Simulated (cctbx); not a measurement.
**Interatomic vectors of LiSnN4O12**

Space group Pbcn (no. 60), a = 12.5970 Å, b = 8.1160 Å, c = 9.5600 Å, α = 90.00°, β = 90.00°, γ = 90.00°, content Sn4 O48 N16 Li4.

The data are simulated with cctbx, not measured: Cu Kα, λ = 1.54184 Å, to d = 0.8 Å, 80 % of the full sphere, strongest reflection 20000 counts, noise from counting, a 2 % proportional error and a noise floor of 4 counts (s.d.); no absorption.

Patterson synthesis, origin scaled to 1000:

```text
Patterson group P m m m
      u       v       w   height  length (A)
  0.000   0.000   0.000   1000.0     0.00
  0.500   0.500   0.000    874.1     7.49
  0.000   0.230   0.500    464.6     5.13
  0.500   0.271   0.500    438.5     8.21
  0.138   0.000   0.128     72.9     2.12
  0.360   0.500   0.124     65.9     6.20
  0.072   0.183   0.124     63.2     2.11
  0.268   0.000   0.313     62.6     4.51
  0.431   0.316   0.122     61.6     6.11
  0.174   0.000   0.267     61.1     3.36
  0.326   0.452   0.268     58.6     6.08
  0.407   0.000   0.130     57.9     5.27
  0.091   0.500   0.133     56.7     4.40
  0.232   0.500   0.310     55.9     5.81
```

**Question.** Which atom pairs make the peaks, and where is the heaviest atom?

A peak at u stands for all pairs with xi − xj = u, with weight Σ ZiZj against Σ Z² = 13892 at the origin. Peak heights follow these weights only roughly, since form factors, motion and series ripples differ, all vectors within 0.55 Å of a peak are counted as merged into it though the farther ones add only part of their weight, and F(000) is left out, which lowers the whole map:

| u | v | w | shortest length (Å) | height | 1000 ΣZiZj/ΣZ² | pairs in the cell |
| --- | --- | --- | --- | --- | --- | --- |
| 0.500 | 0.500 | 0.000 | 7.49 | 874 | 751 | 4 × Sn–Sn, 8 × N–N, 4 × Li–Li |
| 0.000 | 0.230 | 0.500 | 5.13 | 465 | 452 | 2 × Sn–Sn, 20 × O–O |
| 0.500 | 0.271 | 0.500 | 8.21 | 438 | 392 | 2 × Sn–Sn, 8 × O–N |
| 0.138 | 0.000 | 0.128 | 2.13 | 73 | 134 | 4 × Sn–O, 4 × O–O |
| 0.360 | 0.500 | 0.124 | 6.20 | 66 | 115 | 4 × Sn–O |
| 0.072 | 0.183 | 0.124 | 2.11 | 63 | 128 | 4 × Sn–O, 2 × O–O, 2 × O–Li |
| 0.268 | 0.000 | 0.313 | 4.51 | 63 | 134 | 4 × Sn–O, 4 × O–O |
| 0.431 | 0.316 | 0.122 | 6.12 | 62 | 119 | 4 × Sn–O, 2 × O–Li |
| 0.174 | 0.000 | 0.267 | 3.36 | 61 | 134 | 4 × Sn–O, 4 × O–O |
| 0.326 | 0.452 | 0.268 | 6.07 | 59 | 117 | 2 × Sn–O, 2 × Sn–N, 2 × O–O |

The table stops at ten peaks or at a height of 45, below which ripples compete. In the model behind the data Sn, the heaviest element, has 1 independent site: (1/2, 0.8854, 3/4), up to an allowed shift of origin; the Sn–Sn vectors are differences of these positions and their symmetry mates. The whole model:

```
atom  mult.       x       y       z  Ueq (Å²)
 Sn1      4     1/2  0.8854     3/4    0.0185
  O1      8  0.9374  0.8190  0.3688    0.0286
  O2      8  0.9177  0.5488  0.8872    0.0279
  O3      8  0.9070  0.9140  0.6200    0.0293
  O4      8  0.8603  0.6186  0.1224    0.0356
  O5      8  0.8239  0.6547  0.5201    0.0318
  O6      8  0.7699  0.9177  0.4375    0.0265
  N1      8  0.8682  0.8233  0.4947    0.0338
  N2      8  0.8405  0.5322  0.9914    0.0336
 Li1      4     1/2  0.5083     1/4    0.0395
```

The model is made up (kin elements in a known structure type, no relaxation), so it says nothing on whether the phase exists.

[Logs are printed without paths, hosts, clocks, repeated set-up lines and the standing remarks that a program may print on its own settings, such as how far it seeks lower states.]
